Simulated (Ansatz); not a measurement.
# TlSb4F13 (I4/m): the gap up the ladder of methods, part 2 of 2

Wanted: a ladder of band gaps for TlSb4F13 (I4/m), from density functionals to G0W0.

Ansatz 0.2.0; density functionals, hybrids and G0W0, plane waves, PAW. Known limits of the many-body steps: finite bands, screening cutoff and k mesh; no spin-orbit coupling in G0W0; d shells not analysed; screening cutoff under 40 eV in some runs.

So far. Step 4 (r2SCAN on the 4×4×4 mesh): Over mesh and listed points the gap is 5.208 eV, from k = (-0.750, 0.250, 0.250) to k = (-0.293, -0.293, 0.293). The least direct gap found is 5.261 eV, at k = (0.250, 0.250, -0.250). On the 4×4×4 mesh alone the same run gives 5.213 eV, so that mesh misses an edge of r2SCAN: 5.213 − 5.208 = +0.005 eV. r2SCAN against PBE: 5.208 − 4.809 = +0.399 eV.

In doubt: masses and optical values from hybrid runs of this build are listed as unsure (step 7), which bears on the screening that GW takes from such a start.

## (6) G0W0@PBE, 4×4×4 mesh, 1029 empty bands, screening to 130 eV, PAW set soft_1 files

G0W0 replaces the xc potential by a self-energy built once from the orbitals of the start. Levels are corrected in the window of bands that the input names, at points of the mesh.

This step: G0W0 on PBE, plane waves, PAW; PAW set soft_1.

Input file input.yaml:

```yaml
crystal:
  lattice:
    - [-4.8185, 4.8185, 3.292]
    - [4.8185, -4.8185, 3.292]
    - [4.8185, 4.8185, -3.292]
  atoms:
    - { symbol: Tl, position: [0.5, 0.5, 0.0] }
    - { symbol: Sb, position: [0.0066871975, 0.277466579, 0.2841537765] }
    - { symbol: Sb, position: [0.277466579, 0.9933128025, 0.2707793815] }
    - { symbol: Sb, position: [0.9933128025, 0.722533421, 0.7158462235] }
    - { symbol: Sb, position: [0.722533421, 0.0066871975, 0.7292206185] }
    - { symbol: F, position: [0.0, 0.0, 0.0] }
    - { symbol: F, position: [0.5610386725, 0.8772598836, 0.4382985561] }
    - { symbol: F, position: [0.8772598836, 0.4389613275, 0.3162212112] }
    - { symbol: F, position: [0.4389613275, 0.1227401164, 0.5617014439] }
    - { symbol: F, position: [0.1227401164, 0.5610386725, 0.6837787888] }
    - { symbol: F, position: [0.430173073, 0.3339653296, 0.3219280492] }
    - { symbol: F, position: [0.3339653296, 0.0120372804, 0.9037922566] }
    - { symbol: F, position: [0.0120372804, 0.1082450237, 0.6780719508] }
    - { symbol: F, position: [0.1082450237, 0.430173073, 0.0962077434] }
    - { symbol: F, position: [0.569826927, 0.6660346704, 0.6780719508] }
    - { symbol: F, position: [0.6660346704, 0.9879627196, 0.0962077434] }
    - { symbol: F, position: [0.9879627196, 0.8917549763, 0.3219280492] }
    - { symbol: F, position: [0.8917549763, 0.569826927, 0.9037922566] }
kpoints:
  mp_grid: { grid: [4, 4, 4] }
hamiltonian:
  xc: pbe
  pseudopotentials: { kind: paw, azcp: { folder: soft_1 } }
scf:
  occupations: { method: fixed }
gw:
  n_empty_bands: 1029
  ecut_chi: 130.0
  qp_bands: [v4, c4]
  qp_kpoints: band_edges
  screening: { model: contour_deformation }
```

The run is started by

```sh
$ ansatz run input.yaml --threads 2 --pin off --max-ram 92160MiB --backend cuda --events-out ev --progress --plain --runs-dir out --devices 1 --max-vram 13GiB
```

Numbers of over 12 decimals in the logs are rounded to 6 here.

Output:

```text
GPUs: using 1 of 1 available (devices: 1).
[...]
GPU FFT provider: cuFFT
GPU libraries: cuBLAS 13.8.2, cuFFT 12.4.0, cuSOLVER 12.3.4
Crystal: 18 atoms, lattice volume = 305.734 Å³
Basis set: ecut = 420 eV, 6007 PW (Γ)
Bands: 100, of which v1, the nominal top of the filled ones, is band 82 counted from 1 (81 counted from 0)
Symmetry: 8 space group operations
[...]
k-points: 14 of 64
[...]
0    86      8.7401   -10.1173    -3.3938   -14.7159  0.8210     9.9611     9.9448  root
[...]
13    83      7.9599   -10.7070    -2.9911   -14.7974  0.8245     9.0706     9.0592  root
    13    84      8.1125    -9.6387    -3.2461   -13.9074  0.8302     9.1448     9.1350  root
    13    85      8.1722   -10.8745    -3.2482   -15.2582  0.8250     9.3200     9.3077  root
    13    86      8.8261    -9.2098    -3.3145   -13.6129  0.8366     9.9260     9.9147  root
[key lines of the parts left out:]
SCF converged after 12 iterations
Free energy (F): -47896.985239 eV
Fermi energy:    3.135090 eV
```

Elapsed: 3.8 min, on 1 × NVIDIA H100 80GB HBM3 (shared by 6 runs) with 2 threads of AMD EPYC 7R13 (Zen 3), shared host; peak memory 4.5 GiB.

Numbers from this step:

- bands summed: 1111
- RPA ε∞ on this mesh (eigenvalues): 2.616, 2.752, 2.752
- plane waves in the screening matrix: 999
- G0W0 gap over the corrected points: 7.351 eV
- k of the valence top: 0, 0, -0.5
- k of the conduction bottom: 0.25, 0.25, -0.25
- starting gap on the mesh: 4.812 eV
- Z at the valence top: 0.7857
- Z at the conduction bottom: 0.8239
- least direct G0W0 gap over the corrected points: 7.417 eV

Over all 14 irreducible mesh points the G0W0 gap is 7.351 eV, from k = (0.000, 0.000, -0.500) to k = (0.250, 0.250, -0.250). The PBE gap of this run on the mesh is 4.812 eV. Other states bound it: the two that bound the G0W0 gap lie 4.872 eV apart in PBE, so state for state the correction is 7.351 − 4.872 = +2.479 eV, while gap against gap it is 7.351 − 4.812 = +2.539 eV.

## (7) G0W0@HSE06, 4×4×4 mesh, 1029 empty bands, screening to 130 eV, PAW set soft_1 files

This step: G0W0 on HSE06, plane waves, PAW; PAW set soft_1.

input.yaml: that of step 6 with these lines changed.

```diff
@@ -27,3 +27,3 @@
 hamiltonian:
-  xc: pbe
+  xc: hse06
   pseudopotentials: { kind: paw, azcp: { folder: soft_1 } }
```

Output:

```text
GPUs: using 1 of 1 available (devices: 1).
[...]
GPU FFT provider: cuFFT
GPU libraries: cuBLAS 13.8.2, cuFFT 12.4.0, cuSOLVER 12.3.4
Crystal: 18 atoms, lattice volume = 305.734 Å³
Basis set: ecut = 420 eV, 6007 PW (Γ)
Bands: 100, of which v1, the nominal top of the filled ones, is band 82 counted from 1 (81 counted from 0)
Symmetry: 8 space group operations
[...]
k-points: 14 of 64
[...]
0    85      9.1638    -9.4492    -3.1664   -13.6646  0.8527    10.2208    10.2127  root
     0    86      9.1638    -9.4492    -3.1664   -13.6646  0.8527    10.2208    10.2127  root
[...]
13    83      8.2967    -9.8339    -2.8635   -13.7013  0.8560     9.3071     9.3006  root
    13    84      8.4592    -8.9120    -3.0874   -12.9122  0.8598     9.3773     9.3720  root
    13    85      8.5534   -10.1818    -3.1045   -14.3121  0.8554     9.5860     9.5792  root
    13    86      9.2657    -8.6054    -3.0982   -12.6443  0.8652    10.2119    10.2063  root
[key lines of the parts left out:]
Free energy (F): -47913.574697 eV
Fermi energy:    2.322623 eV
```

The job ended after 10 min (1 × NVIDIA H100 80GB HBM3 (shared by 6 runs) with 2 threads; peak memory 6.1 GiB; 15 min of CPU time).

This step gave:

- bands summed: 1111
- RPA ε∞ on this mesh (eigenvalues): 2.303, 2.375, 2.375
- plane waves in the screening matrix: 999
- G0W0 gap over the corrected points: 8.119 eV
- k of the valence top: 0.25, -0.25, -0.5
- k of the conduction bottom: 0.25, 0.25, -0.25
- starting gap on the mesh: 5.956 eV
- Z at the valence top: 0.8245
- Z at the conduction bottom: 0.8552
- least direct G0W0 gap over the corrected points: 8.170 eV

Over all 14 irreducible mesh points the G0W0 gap is 8.119 eV, from k = (0.250, -0.250, -0.500) to k = (0.250, 0.250, -0.250). The HSE06 gap of this run on the mesh is 5.956 eV. Other states bound it: the two that bound the G0W0 gap lie 6.223 eV apart in HSE06, so state for state the correction is 8.119 − 6.223 = +1.896 eV, while gap against gap it is 8.119 − 5.956 = +2.163 eV. G0W0@HSE06 against G0W0@PBE with 1111 bands: 8.119 − 7.351 = +0.768 eV. Mesh, set of files and cutoffs are the same, but the valence top lies at another k point, so this need not be the shift of one pair of states.

## (8) The ladder

Each gap is the least one over the points named; times are wall times on shared hosts, not benchmarks. A G0W0 time includes the run's own self-consistent start. Runs with listed points see these and the mesh alone, so an edge that moves elsewhere is missed. Rows marked * are further runs, not shown as steps, whose inputs differ from the G0W0 step on the same start in the columns given; solver thresholds can differ too. Symmetry makes (-0.750, 0.250, 0.250) and (0.250, 0.250, 0.250) one point.

```csv
level,mesh,"files, cutoff","bands summed, screening",points,gap (eV),valence top,conduction bottom,least direct gap (eV),time
PBE,4×4×4,"soft_1 PAW, 420 eV",-,mesh and path,4.809,"(-0.750, 0.250, 0.250)","(-0.293, -0.293, 0.293)",4.886,15 s
PBE+SOC,4×4×4,"soft_1 PAW, 420 eV",-,mesh and listed points,4.756,"(-0.750, 0.250, 0.250)","(-0.293, -0.293, 0.293)",4.829,15 s
r2SCAN,4×4×4,"soft_1 PAW, 500 eV",-,mesh and listed points,5.208,"(-0.750, 0.250, 0.250)","(-0.293, -0.293, 0.293)",5.261,8.8 s
HSE06,4×4×4,"soft_1 PAW, 420 eV",-,mesh and listed points,5.956,"(-0.500, 0.000, 0.500)","(0.250, 0.250, -0.250)",5.969,3.1 min
G0W0@PBE*,4×4×4,"soft_1 PAW, 420 eV","251, 39 eV",all 14 irreducible mesh points,7.495,"(0.250, 0.250, 0.250)","(0.250, 0.250, -0.250)",7.575,39 s
G0W0@PBE*,4×4×4,"soft_1 PAW, 420 eV","560, 78 eV",all 14 irreducible mesh points,7.336,"(0.000, 0.000, -0.500)","(0.250, 0.250, -0.250)",7.405,100 s
G0W0@PBE,4×4×4,"soft_1 PAW, 420 eV","1111, 130 eV",all 14 irreducible mesh points,7.351,"(0.000, 0.000, -0.500)","(0.250, 0.250, -0.250)",7.417,3.8 min
G0W0@PBE*,2×2×2,"soft_1 PAW, 420 eV","560, 78 eV",all 4 irreducible mesh points,7.346,"(0.000, 0.000, -0.500)","(-0.500, -0.500, -0.500)",7.420,22 s
G0W0@HSE06,4×4×4,"soft_1 PAW, 420 eV","1111, 130 eV",all 14 irreducible mesh points,8.119,"(0.250, -0.250, -0.500)","(0.250, 0.250, -0.250)",8.170,10 min
```

## (9) Results

| Item | Value |
| --- | --- |
| PBE, over mesh and path | 4.809 eV |
| PBE+SOC, over mesh and listed points | 4.756 eV |
| r2SCAN, over mesh and listed points | 5.208 eV |
| HSE06, over mesh and listed points | 5.956 eV |
| G0W0@PBE (1111 bands, 4×4×4), over all 14 irreducible mesh points | 7.351 eV |
| G0W0@HSE06, over all 14 irreducible mesh points | 8.119 eV |
| known limits | finite bands, screening cutoff and k mesh; no spin-orbit coupling in G0W0; d shells not analysed; screening cutoff under 40 eV in some runs |

The rows run from 4.756 eV (PBE+SOC) to 8.119 eV (G0W0@HSE06). They differ in mesh, plane-wave cutoff, bands and screening cutoff of G0W0 and the points over which the gap was sought as well as in level, so only pairs that share these are like for like. PBE+SOC against PBE: 4.756 − 4.809 = −0.053 eV, with the same mesh, set of files (read in its fully relativistic form for the spin-orbit run) and cutoff, and both edges at the same k points. The spin-orbit run sees mesh and listed points alone, so its gap is an upper bound: the coupling can move an edge off these points, and the change over the zone, its sign included where it is small, is not known. G0W0@PBE (1111 bands, 4×4×4) moves the gap of its own start on the mesh by 7.351 − 4.812 = +2.539 eV, with other states at the edges (they lie 4.872 eV apart at the start). Over mesh and path, PBE puts the conduction bottom at k = (-0.293, -0.293, 0.293), where no G0W0 correction was computed. The G0W0 gap over the whole zone is therefore not known from this run; at its settings it can only be equal to or under the 7.351 eV found, and no correction is carried over from another point. For the start itself the gap is 4.809 eV over mesh and path and 4.812 eV on the mesh of the G0W0 run. G0W0@HSE06 moves the gap of its own start on the mesh by 8.119 − 5.956 = +2.163 eV, with other states at the edges (they lie 6.223 eV apart at the start). Both edges that HSE06 shows over mesh and listed points lie at k points where levels were corrected. G0W0 has the valence top at another k point than that. Levels at other points were not corrected, so a lower G0W0 gap elsewhere in the zone is not ruled out. What spin-orbit coupling does to the G0W0 levels was not computed, so no sum with the G0W0 gap is formed. For G0W0@PBE: from 251 bands and 39 eV to 1111 bands and 130 eV the gap moves by 7.351 − 7.495 = −0.144 eV (rung by rung 7.495, 7.336, 7.351 eV); bands and screening cutoff rise together, so their parts are not told apart. The states that bound the gap change along the series, so no limit is drawn and it is not known. The other G0W0 rows are shown at one basis each (1111 bands), so their distance from the limit is not known here. With the 2×2×2 mesh in place of the 4×4×4 mesh and all else as in the G0W0@PBE row with 560 bands, the gap differs by 7.346 − 7.336 = +0.010 eV, and that of the start by 4.859 − 4.812 = +0.047 eV; an edge lies at another k point, so this need not be the shift of one pair of states. The G0W0 runs are scalar-relativistic. One-shot GW is known to converge slowly in bands for compounds with shallow d shells. The cell holds Tl; the filling of the d shell and its place against the gap were not analysed here. G0W0 is shown with one set of atomic data (soft_1 PAW), so the error from the files is not known here. A screening cutoff under 40 eV is crude: G0W0@PBE with 251 bands at 39 eV.

[Paths, hosts, dates, memory and timing lines, banners, echoed tables and standing remarks are left out of the program output.]

[Logs are printed without paths, hosts, clocks, repeated set-up lines and the standing remarks that a program may print on its own settings, such as how far it seeks lower states.]

[Runs of the session that timed out or met a known fault of the program may be left out.]

[Cells called generated may have been cut or substituted from an entry of the Crystallography Open Database or the Materials Project.]

[Hosts, paths, dates, database ids (printed as entryN), source tags and the programs' standing remarks are cut or masked in the printed files.]

[Where an RPA ε∞ is given, it is that of the G0W0 mesh and is not shown converged in it. Names of k-points follow the symmetry that the program found, which can be lower than the space group named. Band edges on a path are those of the sampled points; other points can move an edge, and change direct to indirect where valleys lie close.]

[Hybrid gaps are those of their k-mesh and are not shown converged in it.]
